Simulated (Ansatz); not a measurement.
# G0W0 on several functionals: LaVO4 (P2_1/c)

Aim: G0W0 for LaVO4 (P2_1/c) on several starting functionals, at one mesh, band count and screening cutoff.

Main program and level: Ansatz 0.2.0; G0W0 on several functionals, plane waves, PAW.

Most raw output is cut from this account.

In doubt: masses and optical values from hybrid runs of this build are listed as unsure (step 4), which bears on the screening that GW takes from such a start.

**1. The structure**

It takes space group P2_1/c (No. 14, monoclinic). The conventional cell has a = 6.725 Å, b = 7.283 Å, c = 8.399 Å, α = 90.00°, β = 125.80°, γ = 90.00°. La has 9 O at 2.49 to 2.89 Å nearest. V has 4 O at 1.70 to 1.72 Å nearest. Nearest to O lie 1 V at 1.72 Å and 2 La at 2.49 to 2.53 Å. Nearest to O lie 1 V at 1.70 Å and 2 La at 2.50 to 2.53 Å. Nearest to O lie 1 V at 1.70 Å and 2 La at 2.52 to 2.68 Å. Nearest to O lie 1 V at 1.72 Å and 3 La at 2.56 to 2.89 Å. Farther neighbours and most contacts between anions are not listed.

The cell and positions come from the Crystallography Open Database and are kept as given unless a step says otherwise. Spin-orbit coupling is left out unless a step names it. The default PAW set here is soft_2. Its files were made with PBE.

**2. G0W0 on LDA**

G0W0 replaces the xc potential by the self-energy, built once from these orbitals. Only a window of levels is corrected, while the sums run over the empty bands that the input names.

This step: G0W0 on LDA, plane waves, PAW.

Input file input.yaml:

```yaml
crystal:
  lattice:
    - [6.725, 0.0, 0.0]
    - [0.0, 7.2827, 0.0]
    - [-4.9123006198, 0.0, 6.8121466218]
  atoms:
    - { symbol: La, position: [0.827399, 0.157198, 0.723776] }
    - { symbol: La, position: [0.172601, 0.657198, 0.776224] }
    - { symbol: La, position: [0.172601, 0.842802, 0.276224] }
    - { symbol: La, position: [0.827399, 0.342802, 0.223776] }
    - { symbol: V, position: [0.31429, 0.16481, 0.69917] }
    - { symbol: V, position: [0.68571, 0.66481, 0.80083] }
    - { symbol: V, position: [0.68571, 0.83519, 0.30083] }
    - { symbol: V, position: [0.31429, 0.33519, 0.19917] }
    - { symbol: O, position: [0.8171, 0.4979, 0.7446] }
    - { symbol: O, position: [0.1829, 0.9979, 0.7554] }
    - { symbol: O, position: [0.1829, 0.5021, 0.2554] }
    - { symbol: O, position: [0.8171, 0.0021, 0.2446] }
    - { symbol: O, position: [0.6098, 0.2795, 0.3821] }
    - { symbol: O, position: [0.3902, 0.7795, 0.1179] }
    - { symbol: O, position: [0.3902, 0.7205, 0.6179] }
    - { symbol: O, position: [0.6098, 0.2205, 0.8821] }
    - { symbol: O, position: [0.6587, 0.895, 0.4829] }
    - { symbol: O, position: [0.3413, 0.395, 0.0171] }
    - { symbol: O, position: [0.3413, 0.105, 0.5171] }
    - { symbol: O, position: [0.6587, 0.605, 0.9829] }
    - { symbol: O, position: [0.8898, 0.8436, 0.8857] }
    - { symbol: O, position: [0.1102, 0.3436, 0.6143] }
    - { symbol: O, position: [0.1102, 0.1564, 0.1143] }
    - { symbol: O, position: [0.8898, 0.6564, 0.3857] }
kpoints:
  mp_grid: { grid: [2, 2, 2] }
hamiltonian:
  xc: lda
scf:
  occupations: { method: fixed }
gw:
  n_empty_bands: 462
  ecut_chi: 72
  qp_bands: [v4, c4]
  qp_kpoints: band_edges
  screening: { model: contour_deformation }
```

The run is started by

```bash
$ ansatz run input.yaml --threads 24 --pin off --max-ram 82944MiB --backend cuda --events-out ev --progress --plain --runs-dir out --devices 1 --max-vram 78GiB
```

Run time: 7.9 s. Hardware: 1 × NVIDIA GB200 (shared by 2 runs) with 24 threads of Arm Neoverse V2, shared host; peak memory 2.1 GiB.

Numbers from this step:

* bands summed: 558
* RPA ε∞ on this mesh (eigenvalues): 4.263, 4.295, 4.872
* plane waves in the screening matrix: 453
* q-points in the mesh: 8
* G0W0 gap on the mesh: 5.867 eV
* k of the valence top: -0.5, 0, 0
* k of the conduction bottom: -0.5, -0.5, 0
* starting gap on the mesh: 3.497 eV
* Z at the valence top: 0.7387
* Z at the conduction bottom: 0.7414
* least direct G0W0 gap on the computed points: 5.970 eV

The gap on the mesh goes from 3.50 eV to 5.87 eV, a correction of +2.37 eV. Between the two edge states, bare exchange in place of the xc potential would open the gap by 12.84 eV, and correlation takes back 10.47 eV.

**3. G0W0 on r2SCAN**

The same correction from a different start measures what one shot leaves open.

This step: G0W0 on r2SCAN, plane waves, PAW.

input.yaml: that of step 2 with these lines changed.

```diff
@@ -33,3 +33,3 @@
 hamiltonian:
-  xc: lda
+  xc: r2scan
 scf:
```

The job ended after 11 s (1 × NVIDIA GB200 (shared by 2 runs) with 24 threads; peak memory 3.2 GiB).

This step gave:

| Item | Value |
| --- | --- |
| bands summed | 558 |
| RPA ε∞ on this mesh (eigenvalues) | 3.811, 3.841, 4.330 |
| plane waves in the screening matrix | 453 |
| q-points in the mesh | 8 |
| G0W0 gap on the mesh | 5.882 eV |
| k of the valence top | -0.5, 0, 0 |
| k of the conduction bottom | -0.5, -0.5, 0 |
| starting gap on the mesh | 3.930 eV |
| Z at the valence top | 0.7524 |
| Z at the conduction bottom | 0.7509 |
| least direct G0W0 gap on the computed points | 5.987 eV |

Against the run with 2×2×2 mesh, 462 empty bands, screening to 72 eV on LDA, the gap moves by +0.015 eV, while the start moved by +0.43 eV.

**4. G0W0 on HSE06**

This step: G0W0 on HSE06, plane waves, PAW.

input.yaml: that of step 3 with these lines changed.

```diff
@@ -33,3 +33,3 @@
 hamiltonian:
-  xc: r2scan
+  xc: hse06
 scf:
```

The job ended after 47 s (1 × NVIDIA GB200 (shared by 2 runs) with 24 threads; peak memory 2.9 GiB).

Numbers from this step:

```yaml
bands_summed: 558
rpa_eps_infinity_on_this_mesh_eigenvalues: 3.385, 3.401, 3.795
plane_waves_in_the_screening_matrix: 453
g0w0_gap_on_the_mesh: 6.196 eV
k_of_the_valence_top: -0.5, 0, 0
k_of_the_conduction_bottom: -0.5, -0.5, 0
starting_gap_on_the_mesh: 5.144 eV
least_direct_g0w0_gap_on_the_computed_points: 6.324 eV
```

Against the run with 2×2×2 mesh, 462 empty bands, screening to 72 eV on r2SCAN, the gap moves by +0.31 eV, while the start moved by +1.21 eV.

**5. Side by side**

All on the 2×2×2 mesh with 462 empty bands and screening to 72 eV. Times are wall times on 1 × NVIDIA GB200 (shared by 2 runs) with 24 threads of Arm Neoverse V2, shared host, good to a factor of about two.

```csv
start,starting gap (eV),shift (eV),G0W0 gap (eV),RPA ε∞ (harmonic mean),"Z (valence, conduction)",time
LDA,3.50,+2.37,5.87,4.46,"0.74, 0.74",7.9 s
r2SCAN,3.93,+1.95,5.88,3.98,"0.75, 0.75",11 s
HSE06,5.14,+1.05,6.20,3.52,"0.78, 0.78",47 s
```

How the two edges are built up, in eV (the quasiparticle level is the starting level plus Σx plus Σc less Vxc):

```csv
run,edge,start,Σx,Σc,Vxc,Z,QP
LDA,valence top,6.89,-25.55,4.56,-20.87,0.74,6.77
LDA,conduction bottom,10.39,-15.97,-5.92,-24.13,0.74,12.64
r2SCAN,valence top,6.92,-25.69,4.51,-21.18,0.75,6.92
r2SCAN,conduction bottom,10.85,-15.92,-5.74,-23.61,0.75,12.80
HSE06,valence top,6.25,-25.71,4.27,-21.80,0.78,6.61
HSE06,conduction bottom,11.40,-15.28,-5.31,-22.00,0.78,12.81
```

For a hybrid start, Vxc holds its share of exact exchange.

**6. Outcome**

```json
{
 "G0W0@LDA": "5.87 eV (start 3.50 eV)",
 "G0W0@r2SCAN": "5.88 eV (start 3.93 eV)",
 "G0W0@HSE06": "6.20 eV (start 5.14 eV)",
 "known limits": "not at the basis limit; f levels unsure; no spin polarisation; d states lean on the start; no spin-orbit coupling; coarse k mesh"
}
```

**Reading.** The starting gaps span 1.65 eV and the G0W0 gaps 0.33 eV. Between LDA and HSE06, 0.33 eV of the 1.65 eV survives, 20 %. HSE06 screens less than LDA (ε∞ 3.52 against 4.46). Of the 0.33 eV by which its G0W0 gap is higher, the correlation part gives +0.89 eV, and exchange with the one-particle terms, which follow the orbitals, −0.56 eV. The smallest correction, +1.05 eV, is on HSE06, the start nearest to reproducing itself. Bands and cutoff are finite, so the gap is not at the basis limit. The miss can reach some tenths of an eV and take either sign; the mesh is an error of its own. The 2×2×2 mesh is coarse for this cell (its supercell is 13 Å along the shortest edge). The RPA ε∞ on it, from the LDA start, is 4.26, 4.29 and 4.87; such meshes misread the long-range screening, most where the gap is narrow. Empty 4f levels lie among the conduction bands. Their place in the start is unsure; it enters the screening, and the edge itself where they lie low. The runs have no spin polarisation. For a closed low-spin shell that is the natural state; where a d or f shell is open it is a constraint, and the gap is then not the crystal's own. With d states at the gap, one-shot GW leans hard on its start. The many-body steps are scalar-relativistic: spin-orbit coupling is not in them.

[Paths, hosts, dates, memory and timing lines, banners, echoed tables and standing remarks are left out of the program output.]

[Logs are printed without paths, hosts, clocks, repeated set-up lines and the standing remarks that a program may print on its own settings, such as how far it seeks lower states.]

[Runs of the session that timed out or met a known fault of the program may be left out.]

[Cells called generated may have been cut or substituted from an entry of the Crystallography Open Database or the Materials Project.]

[Hosts, paths, dates, database ids (printed as entryN), source tags and the programs' standing remarks are cut or masked in the printed files.]
